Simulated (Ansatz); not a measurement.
**(SrO)1(LiCl)3 [001] superlattice, started as rocksalt type: following an unstable mode**

Wanted: the energy along a soft mode of (SrO)1(LiCl)3 [001] superlattice, started as rocksalt type and the structure at the end.

Method: DFT PBEsol, scalar-relativistic, plane waves, PAW, in Ansatz 0.2.0.

The structure was built from a prototype and need not be the compound's stable phase.

**1. The structure**

The structure is tetragonal, space group P4/mmm (No. 123). Conventional cell: a = 3.543 Å, b = 3.543 Å, c = 10.716 Å, α = 90.00°, β = 90.00°, γ = 90.00°. Cl has 5 Li at 2.55 to 2.56 Å and 1 Sr at 2.80 Å nearest. Cl has 6 Li at 2.51 to 3.01 Å nearest. Li has 1 O at 2.35 Å and 5 Cl at 2.55 to 3.01 Å nearest. Nearest to Li lie 6 Cl at 2.51 to 2.56 Å. O has 2 Li at 2.35 Å and 4 Sr at 2.51 Å nearest. Nearest to Sr lie 4 O at 2.51 Å and 2 Cl at 2.80 Å. Farther neighbours and most contacts between anions are not listed.

Coordinates:

```cif
data_structure
_symmetry_space_group_name_H-M 'P4/mmm'
_symmetry_Int_Tables_number 123
_cell_length_a 3.5432
_cell_length_b 3.5432
_cell_length_c 10.7163
_cell_angle_alpha 90.000
_cell_angle_beta 90.000
_cell_angle_gamma 90.000
_cell_volume 134.53
loop_
_atom_site_label
_atom_site_type_symbol
_atom_site_symmetry_multiplicity
_atom_site_Wyckoff_symbol
_atom_site_fract_x
_atom_site_fract_y
_atom_site_fract_z
_atom_site_occupancy
Cl1 Cl 2 g 0.00000 0.00000 0.26106 1
Cl2 Cl 1 d 0.50000 0.50000 0.50000 1
Li1 Li 2 h 0.50000 0.50000 0.21930 1
Li2 Li 1 b 0.00000 0.00000 0.50000 1
O1 O 1 c 0.50000 0.50000 0.00000 1
Sr1 Sr 1 a 0.00000 0.00000 0.00000 1
```

**2. Linear response at the zone centre**

The cell comes from relaxations at this level that are not shown. The zone centre is the only wavevector solved here; it holds the modes that light can see, as far as symmetry allows. The response to a homogeneous field gives the Born charges and the dielectric tensor, and its change with displacement the Raman tensors.

input.yaml reads:

```yaml
crystal:
  lattice:
    - [2.5053982963, 2.5053982963, 0.0]
    - [-2.5053982963, 2.5053982963, 0.0]
    - [0.0, 0.0, 10.7162959722]
  atoms:
    - { symbol: Cl, position: [0.0, 0.0, 0.2610559692] }
    - { symbol: Cl, position: [0.5, 0.5, 0.5] }
    - { symbol: Cl, position: [0.0, 0.0, 0.7389440308] }
    - { symbol: Li, position: [0.5, 0.5, 0.2192996068] }
    - { symbol: Li, position: [0.0, 0.0, 0.5] }
    - { symbol: Li, position: [0.5, 0.5, 0.7807003932] }
    - { symbol: O, position: [0.5, 0.5, 0.0] }
    - { symbol: Sr, position: [0.0, 0.0, 0.0] }
kpoints:
  mp_grid: { grid: [8, 8, 2] }
hamiltonian:
  xc: pbesol
scf:
  occupations: { method: fixed }
output:
  eigenvalues: true
phonons:
  method: dfpt
  dielectric: true
  rigid_motions: translations
  raman: true
```

Run with:

```sh
ansatz run input.yaml --threads 8 --pin off --max-ram 14336MiB --backend cpu --events-out ev --progress --plain --runs-dir out
```

Numbers of over 12 decimals in the logs are rounded to 6 here.

Log:

```text
Engine: ansatz 0.2.0, aarch64-unknown-linux-gnu
Pseudopotentials: kind: paw
Pseudopotential: Cl, paw, valence charge 7, recommended cutoff 420 eV (normal), Cl.paw.azcp
Pseudopotential: Li, paw, valence charge 3, recommended cutoff 420 eV (normal), Li.paw.azcp
Pseudopotential: O, paw, valence charge 6, recommended cutoff 420 eV (normal), O.paw.azcp
Pseudopotential: Sr, paw, valence charge 10, recommended cutoff 420 eV (normal), Sr.paw.azcp
Functional definition: PBEsol
  exchange = pbesol_x
  correlation = pbesol_c
Crystal: 8 atoms, lattice volume = 134.533 Å³
Basis set: ecut = 420 eV, 2631 PW (Γ), exchange–correlation on 48×48×144 points (8 copies of the dense FFT grid, shifted against one another)
Bands: 31, of which v1, the nominal top of the filled ones, is band 23 counted from 1 (22 counted from 0)
Symmetry: 16 space group operations
k-points: 42 of 128 (irreducible under 2 space group operations, time reversal used)
Non-local potential: Cl, projectors of the file, l = 0: 2, l = 1: 2, l = 2: 2
Non-local potential: Li, projectors of the file, l = 0: 3, l = 1: 2, l = 2: 1
Non-local potential: O, projectors of the file, l = 0: 2, l = 1: 2, l = 2: 1
Non-local potential: Sr, projectors of the file, l = 0: 3, l = 1: 2, l = 2: 2
PAW form: soft (Blöchl's): semilocal exchange-correlation on the pseudo side does not see the compensation charge
PAW frozen core: Cl, regenerated for the run's functional, and the local potential with it (the file was generated under x = pbe(κ = 0.804, μ = 0.219515), c = pbe(β = 0.066725))
PAW frozen core: O, regenerated for the run's functional, and the local potential with it (the file was generated under x = pbe(κ = 0.804, μ = 0.219515), c = pbe(β = 0.066725))
PAW frozen core: Sr, regenerated for the run's functional, and the local potential with it (the file was generated under x = pbe(κ = 0.804, μ = 0.219515), c = pbe(β = 0.066725))
PAW one-centre angular grid: Cl, 110 points (default); XC on 64 Gauss nodes
PAW one-centre angular grid: Li, 110 points (default); XC on 64 Gauss nodes
PAW one-centre angular grid: O, 110 points (default); XC on 64 Gauss nodes
PAW one-centre angular grid: Sr, 110 points (default); XC on 64 Gauss nodes
Initial density: superposition of atomic densities (neutral atoms: chi_scale 0, normalization atom), corrected by the library's trained network
Initial wavefunctions: pseudopotential atomic-orbital guess
Functional: x = pbesol(κ = 0.804, μ = 0.123457), c = pbesol(β = 0.046)
SCF iter   1: F=—  HF=-7858.107816 eV  |F-HF|=—  |Δ(HF+E_count)|=         —  Δρ=7.60e-3  dr2=8.87e-2  ethr=1.77e-3  ⟨swp⟩=5.6  Hψ=5893  notcnv=0  defer=201
preconditioner: auto → Resta (q_TF=auto, 2.281 Å⁻¹)  ε∞=3.2  [insulator: Δε(μ)=3.961 eV  Ē_g=13.402 eV  n_scr=26 (ndim 8)  ℏωp=19.7 eV  f_vac=0.000  ε∞_Penn≈3.2]
SCF iter   2: F=—  HF=-7858.086410 eV  |F-HF|=—  |Δ(HF+E_count)|=   2.14e-2  Δρ=3.43e-3  dr2=1.68e-2  ethr=1.93e-4  ⟨swp⟩=2.7  Hψ=2573  notcnv=0  defer=251
SCF iter   3: F=—  HF=-7858.082955 eV  |F-HF|=—  |Δ(HF+E_count)|=   3.45e-3  Δρ=1.17e-3  dr2=2.85e-3  ethr=3.64e-5  ⟨swp⟩=2.4  Hψ=1908  notcnv=0  defer=252
SCF iter   4: F=—  HF=-7858.082382 eV  |F-HF|=—  |Δ(HF+E_count)|=   5.73e-4  Δρ=4.74e-4  dr2=5.63e-4  ethr=6.19e-6  ⟨swp⟩=2.7  Hψ=1565  notcnv=0  defer=252
SCF iter   5: F=—  HF=-7858.082285 eV  |F-HF|=—  |Δ(HF+E_count)|=   9.75e-5  Δρ=9.63e-5  dr2=2.23e-5  ethr=1.22e-6  ⟨swp⟩=2.7  Hψ=1745  notcnv=0  defer=250
SCF iter   6: F=—  HF=-7858.082280 eV  |F-HF|=—  |Δ(HF+E_count)|=   4.15e-6  Δρ=2.01e-5  dr2=5.86e-7  ethr=4.85e-8  ⟨swp⟩=2.0  Hψ=2285  notcnv=0  defer=223
SCF iter   7: F=—  HF=-7858.082284 eV  |F-HF|=—  |Δ(HF+E_count)|=   3.55e-6  Δρ=4.37e-6  dr2=2.67e-8  ethr=1.27e-9  ⟨swp⟩=2.0  Hψ=1802  notcnv=0  defer=192
SCF iter   8: F=—  HF=-7858.082284 eV  |F-HF|=—  |Δ(HF+E_count)|=   1.31e-8  Δρ=6.25e-7  dr2=7.25e-10  ethr=5.81e-11  ⟨swp⟩=2.0  Hψ=1876  notcnv=0  defer=192
SCF iter   9: F=-7858.082284 eV  HF=-7858.082284 eV  |F-HF|=3.64e-12  |Δ(HF+E_count)|=  2.20e-10  Δρ=1.53e-7  dr2=4.03e-11  ethr=1.00e-12  ⟨swp⟩=17.1  Hψ=10669  notcnv=0
SCF 1 converged in 9 iterations: F = -7858.082284 eV  dr2 = 4.03e-11
  greatest PAW one-centre occupation: 0.999 electrons in one spin orbital (limit 2), on the Li atom at site 4 (counted from 0), in its partial waves of l = 0
DFPT response loops at Γ: preconditioner auto → Resta (q_TF=auto, 2.281 Å⁻¹)  ε∞=3.8 (no band partly filled); β = 1.00, the filter's whole step (`scf.mixing.beta` (0.50) is not read by the response loops at its default; to damp them type it under 1.00, their step now; it binds the ground state too); Broyden in place of MSR1
── the response to a field inside a basis, on 8×8×4 k-points: an SCF that follows is theirs, and a resumed run solves both again ──
Bands: 24, of which v1, the nominal top of the filled ones, is band 23 counted from 1 (22 counted from 0)
k-points: 20 of 256
Initial density: handed on by an earlier stage of this run
Initial wavefunctions: pseudopotential atomic-orbital guess (no wavefunctions were taken with the density)
Eigensolver: Dense (20 Hₖ)
SCF iter   1: F=—  HF=-7858.058850 eV  |F-HF|=—  |Δ(HF+E_count)|=         —  Δρ=2.65e-4  dr2=2.04e-5  ethr=1.00e-1
preconditioner: auto → Resta (q_TF=auto, 2.281 Å⁻¹)  ε∞=3.8  [insulator: Δε(μ)=4.421 eV  Ē_g=11.898 eV  n_scr=26 (ndim 8)  ℏωp=19.7 eV  f_vac=0.000  ε∞_Penn≈3.8]
SCF iter   2: F=—  HF=-7858.058857 eV  |F-HF|=—  |Δ(HF+E_count)|=   6.53e-6  Δρ=1.25e-4  dr2=8.06e-6  ethr=4.44e-8
SCF iter   3: F=—  HF=-7858.058859 eV  |F-HF|=—  |Δ(HF+E_count)|=   2.15e-6  Δρ=6.63e-5  dr2=1.47e-6  ethr=1.75e-8
SCF iter   4: F=—  HF=-7858.058860 eV  |F-HF|=—  |Δ(HF+E_count)|=   6.49e-7  Δρ=4.16e-6  dr2=2.17e-8  ethr=3.19e-9
SCF iter   5: F=—  HF=-7858.058860 eV  |F-HF|=—  |Δ(HF+E_count)|=   5.73e-9  Δρ=1.11e-6  dr2=1.47e-9  ethr=4.72e-11
SCF iter   6: F=-7858.058860 eV  HF=-7858.058860 eV  |F-HF|=2.36e-11  |Δ(HF+E_count)|=  9.26e-10  Δρ=1.59e-7  dr2=3.22e-11  ethr=3.20e-12
SCF 1 converged in 6 iterations: F = -7858.058860 eV  dr2 = 3.22e-11
DFPT response loops at Γ: preconditioner auto → Resta (q_TF=auto, 2.281 Å⁻¹)  ε∞=3.7 (no band partly filled); β = 1.00, the filter's whole step (`scf.mixing.beta` (0.50) is not read by the response loops at its default; to damp them type it under 1.00, their step now; it binds the ground state too); Broyden in place of MSR1
DFPT response loops at Γ: mixed as the last ones told, above
SCF converged after 9 iterations
Free energy (F): -7858.082284 eV
Harris-Foulkes:  -7858.082284 eV  (|F-HF|=3.64e-12)
Internal energy: -7858.082284 eV  (E = F + TS)
E sigma→0 (E₀):  -7858.082284 eV
Fermi energy:    4.334763 eV
[...]
ASR residual per site (eV/Å²): 3.54e-4 3.62e-4 3.54e-4 5.02e-4 1.69e-3 5.02e-4 2.51e-4 1.27e-4
  Γ frequencies (cm⁻¹): -184.49 0.00 0.00 0.00 68.10 68.10 89.20 89.20 107.58 107.58 108.75 125.93 221.61 221.61 233.62 233.62 244.78 251.08 251.08 251.68 273.32 285.70 285.70 312.23
  ε∞ (high-frequency dielectric tensor):
        3.262519    -0.000000     0.000000
       -0.000000     3.262519     0.000000
        0.000000     0.000000     3.256059
  softest optical mode at Γ: -184.49 cm⁻¹; the repairs (sum rule, projections) moved no ω² at Γ by more than (8.49 cm⁻¹)²
  Born effective charges Z* (e; rows j = field, columns β = displacement):
    site 0:
        -1.11385   -0.00000   -0.00000
        -0.00000   -1.11385    0.00000
        -0.00000    0.00000   -1.24200
    site 1:
        -1.24726    0.00000    0.00000
        -0.00000   -1.24726   -0.00000
         0.00000    0.00000   -1.19276
    site 2:
        -1.11385    0.00000    0.00000
        -0.00000   -1.11385    0.00000
         0.00000   -0.00000   -1.24200
    site 3:
         1.17504   -0.00000    0.00000
         0.00000    1.17504   -0.00000
        -0.00000    0.00000    1.09846
    site 4:
         1.18732   -0.00000    0.00000
         0.00000    1.18732   -0.00000
         0.00000    0.00000    1.22326
    site 5:
         1.17504   -0.00000    0.00000
         0.00000    1.17504   -0.00000
         0.00000   -0.00000    1.09846
    site 6:
        -2.57405   -0.00000    0.00000
         0.00000   -2.57405   -0.00000
         0.00000    0.00000   -1.76279
    site 7:
         2.51162   -0.00000    0.00000
         0.00000    2.51162   -0.00000
         0.00000    0.00000    2.01937
  Z* charge neutrality: 6.592e-3 e pre-enforcement
  solved inside a basis spanned on kpoints, on 8×8×4 k-points: ε∞ is read to err by 9.6e-3, Z* by 1.2e-2 e (field_mesh: kpoints solves on kpoints); Z* is corrected for what the basis lacks
  Raman tensors (in the event stream and the table raman_tensors.tsv): an entry may err by 2.4e-2 Å², one of the second-order susceptibility by 1.9e-19 pm/V (basis, points and sum rule); their sum over the sites missed zero by 2.220e-16 Å² ahead of its enforcement
  optical modes at Γ without the LO–TO term, one row a degenerate level:
      ω (cm⁻¹)  modes    IR ((D/Å)²/amu)  static Raman (Å⁴/amu)  depolarisation
       -184.49      1            15.2193                 0.0000               —
         68.10      2             1.3418                 0.0000               —
         89.20      2             0.0000                 1.3059           0.750
        107.58      2             1.8929                 0.0000               —
        108.75      1             0.0028                 0.0000               —
        125.93      1             0.0000                 4.3207           0.011
        221.61      2            11.4671                 0.0000               —
        233.62      2             0.3190                 0.0000               —
        244.78      1             6.0058                 0.0000               —
        251.08      2             0.0000                 0.3563           0.750
        251.68      1             0.0926                 0.0000               —
        273.32      1             0.0000                 1.4939           0.026
        285.70      2            40.3970                 0.0000               —
        312.23      1             0.1646                 0.0000               —
  optical modes at Γ + LO–TO along q̂ = [1.0000, 0.0000, 0.0000]:
      ω (cm⁻¹)  modes    IR ((D/Å)²/amu)  static Raman (Å⁴/amu)  depolarisation
       -184.49      1            15.2193                 0.0000               —
         68.10      1             0.6709                 0.0000               —
         74.29      1             0.0471                 0.0000               —
         89.20      2             0.0000                 1.3059           0.750
        107.58      1             0.9465                 0.0000               —
        108.75      1             0.0028                 0.0000               —
        114.84      1             0.1112                 0.0000               —
        125.93      1             0.0000                 4.3207           0.011
        221.61      1             5.7336                 0.0000               —
        232.37      1             0.0577                 0.0000               —
        233.62      1             0.1595                 0.0000               —
        236.51      1             0.1756                 0.0000               —
        244.78      1             6.0058                 0.0000               —
        251.08      2             0.0000                 0.3563           0.750
        251.68      1             0.0926                 0.0000               —
        273.32      1             0.0000                 1.4939           0.026
        285.70      1            20.1985                 0.0000               —
        312.23      1             0.1646                 0.0000               —
        455.56      1            27.3173                 0.0000               —
  optical modes at Γ + LO–TO along q̂ = [0.0000, 1.0000, 0.0000]:
      ω (cm⁻¹)  modes    IR ((D/Å)²/amu)  static Raman (Å⁴/amu)  depolarisation
       -184.49      1            15.2193                 0.0000               —
         68.10      1             0.6709                 0.0000               —
         74.29      1             0.0471                 0.0000               —
         89.20      2             0.0000                 1.3059           0.750
        107.58      1             0.9465                 0.0000               —
        108.75      1             0.0028                 0.0000               —
        114.84      1             0.1112                 0.0000               —
        125.93      1             0.0000                 4.3207           0.011
        221.61      1             5.7336                 0.0000               —
        232.37      1             0.0577                 0.0000               —
        233.62      1             0.1595                 0.0000               —
        236.51      1             0.1756                 0.0000               —
        244.78      1             6.0058                 0.0000               —
        251.08      2             0.0000                 0.3563           0.750
        251.68      1             0.0926                 0.0000               —
        273.32      1             0.0000                 1.4939           0.026
        285.70      1            20.1985                 0.0000               —
        312.23      1             0.1646                 0.0000               —
        455.56      1            27.3173                 0.0000               —
  optical modes at Γ + LO–TO along q̂ = [0.0000, 0.0000, 1.0000]:
      ω (cm⁻¹)  modes    IR ((D/Å)²/amu)  static Raman (Å⁴/amu)  depolarisation
         68.10      2             1.3418                 0.0000               —
         89.20      2             0.0000                 1.3059           0.750
        105.72      1             2.5281                 0.0000               —
        107.58      2             1.8929                 0.0000               —
        110.73      1             1.7170                 0.0000               —
        125.93      1             0.0000                 4.3207           0.011
        221.61      2            11.4671                 0.0000               —
        233.62      2             0.3190                 0.0000               —
        251.08      2             0.0000                 0.3563           0.750
        251.57      1             0.0013                 0.0000               —
        273.32      1             0.0000                 1.4939           0.026
        285.70      2            40.3970                 0.0000               —
        309.07      1             0.8738                 0.0000               —
        347.70      1            16.3649                 0.0000               —
```

Wall time 2.6 min (8 threads of Arm Neoverse V1, shared host); peak memory 2.8 GiB.

The column dr2 measures how far the density is from self-consistency, as an energy; F and HF (Harris–Foulkes) agree once it is small.

A gap read on the k-mesh alone can miss the band edges.

Numbers from this step:

```
gap on the k-mesh                                       : 4.171 eV
volume per atom                                         : 16.82 Å³
sum-rule residual before enforcement                    : 0.001690 eV/Å²
miss of the charge sum rule                             : 0.006592 e
estimated error of the dielectric tensor                : 0.009558
estimated error of the Born charges                     : 0.01206 e
point group                                             : 4/mmm
highest optical mode at the zone centre (no LO-TO term) : 312.2 cm⁻¹
lowest optical zone-centre mode                         : -184.5 cm⁻¹
mean high-frequency dielectric constant                 : 3.260
largest Born charge (third of the trace)                : 2.348 e
top of the zone-centre spectrum with the field          : 455.6 cm⁻¹
```

Without the LO-TO term. Patterns of degenerate modes are one choice out of their space. Modes at Γ, with each element's share of the kinetic energy (negative means imaginary):

```tsv
mode	frequency (cm⁻¹)	symmetry	Cl %	Li %	O %	Sr %
1	-184.5	A2u	7	69	24	0
2	0.0	acoustic	46	9	7	38
3	0.0	acoustic	46	9	7	38
4	0.0	acoustic	46	9	7	38
5	68.1	Eu	46	8	3	42
6	68.1	Eu	46	8	3	42
7	89.2	Eg	96	4	0	0
8	89.2	Eg	96	4	0	0
9	107.6	Eu	83	10	0	8
10	107.6	Eu	83	10	0	8
11	108.8	A2u	67	5	9	19
12	125.9	A1g	35	65	0	0
13	221.6	Eu	19	81	0	0
14	221.6	Eu	19	81	0	0
15	233.6	Eu	6	58	27	10
16	233.6	Eu	6	58	27	10
17	244.8	A2u	46	25	2	27
18	251.1	Eg	4	96	0	0
19	251.1	Eg	4	96	0	0
20	251.7	A2u	31	47	22	0
21	273.3	A1g	65	35	0	0
22	285.7	Eu	0	35	63	2
23	285.7	Eu	0	35	63	2
24	312.2	A2u	3	45	37	15
```

Displacements in mode 1 (-184.5 cm⁻¹), the largest set to 1:
```
Cl1  0.00  0.00  0.01
Cl2  0.00  0.00 -0.20
Cl3  0.00  0.00  0.01
Li4  0.00  0.00  1.00
Li5  0.00  0.00  0.28
Li6  0.00  0.00  1.00
O7   0.00  0.00 -0.56
Sr8  0.00  0.00 -0.01
```

Displacements in mode 15 (233.6 cm⁻¹), the largest set to 1:
```
Cl1  0.00 -0.14  0.00
Cl2  0.00  0.03  0.00
Cl3  0.00 -0.14  0.00
Li4  0.03  1.00  0.00
Li5  0.00 -0.13  0.00
Li6  0.03  1.00  0.00
O7   0.02  0.64  0.00
Sr8  0.00 -0.17  0.00
```

Before it was imposed, the acoustic sum rule was missed by 0.0017 eV/Å² and the charge sum rule by 0.0066 e. Small misses are needed for a sound result but don't prove that mesh and cutoff are converged. The lowest optical mode is imaginary, 184.5i cm⁻¹, so the energy falls along it.

**3. The mode frozen in, largest atomic shift 0 Å**

The mode followed lies at Γ with frequency 184.5i cm⁻¹, the softest among the wavevectors solved. At small amplitude the distorted cell has space group no. 99 by a symmetry search on the positions. The undistorted cell that holds it gives the zero of energy on the same k mesh.

input.yaml, as its differences from that of step 2:

```diff
@@ -19,9 +19,6 @@
 scf:
-  occupations: { method: fixed }
+  occupations: { method: gaussian, width: 0.02 }
 output:
+  forces: true
+  stress: true
   eigenvalues: true
-phonons:
-  method: dfpt
-  dielectric: true
-  rigid_motions: translations
-  raman: true
```

Log:

```text
[...]
Crystal: 8 atoms, lattice volume = 134.533 Å³
Basis set: ecut = 420 eV, 2631 PW (Γ), exchange–correlation on 48×48×144 points (8 copies of the dense FFT grid, shifted against one another)
Bands: 31, of which v1, the nominal top of the filled ones, is band 23 counted from 1 (22 counted from 0)
Symmetry: 16 space group operations
[...]
k-points: 30 of 128
[...]
k-point 0: bands = [... 19 lower, 3.1422, 3.4965, 4.3347, 4.3347, 8.5055, 8.5436, 10.5213, 10.6399, ... 3 higher]
  k-point 1: bands = [... 19 lower, 3.1371, 3.3485, 4.3340, 4.3340, 8.5076, 8.9041, 9.6034, 11.2458, ... 3 higher]
  k-point 2: bands = [... 19 lower, 3.1788, 3.4178, 3.9872, 4.1412, 8.8845, 8.9471, 10.5940, 10.7784, ... 3 higher]
  k-point 29: bands = [... 19 lower, 2.7195, 3.4358, 4.1786, 4.1786, 8.8626, 8.8626, 10.3428, 10.8726, ... 3 higher]
[key lines of the parts left out:]
SCF converged after 7 iterations
Free energy (F): -7858.082284 eV
Fermi energy:    6.420125 eV
P = ⅓ Tr σ = 0.0018 GPa (0.018 kbar)
```

It took 1.4 s on 8 threads; peak memory 0.57 GiB.

Numbers from this step:

- pressure: 0.001809 GPa
- energy from the undistorted cell: 0 meV/atom

At this level the gap is 4.17 eV on the k-mesh of the self-consistent run, which can miss the band edges.

(Part 1 of 3 ends here.)

[Logs are printed without paths, hosts, clocks, repeated set-up lines and the standing remarks that a program may print on its own settings, such as how far it seeks lower states.]

[Hosts, paths, dates, database ids (printed as entryN), source tags and the programs' standing remarks are cut or masked in the printed files.]
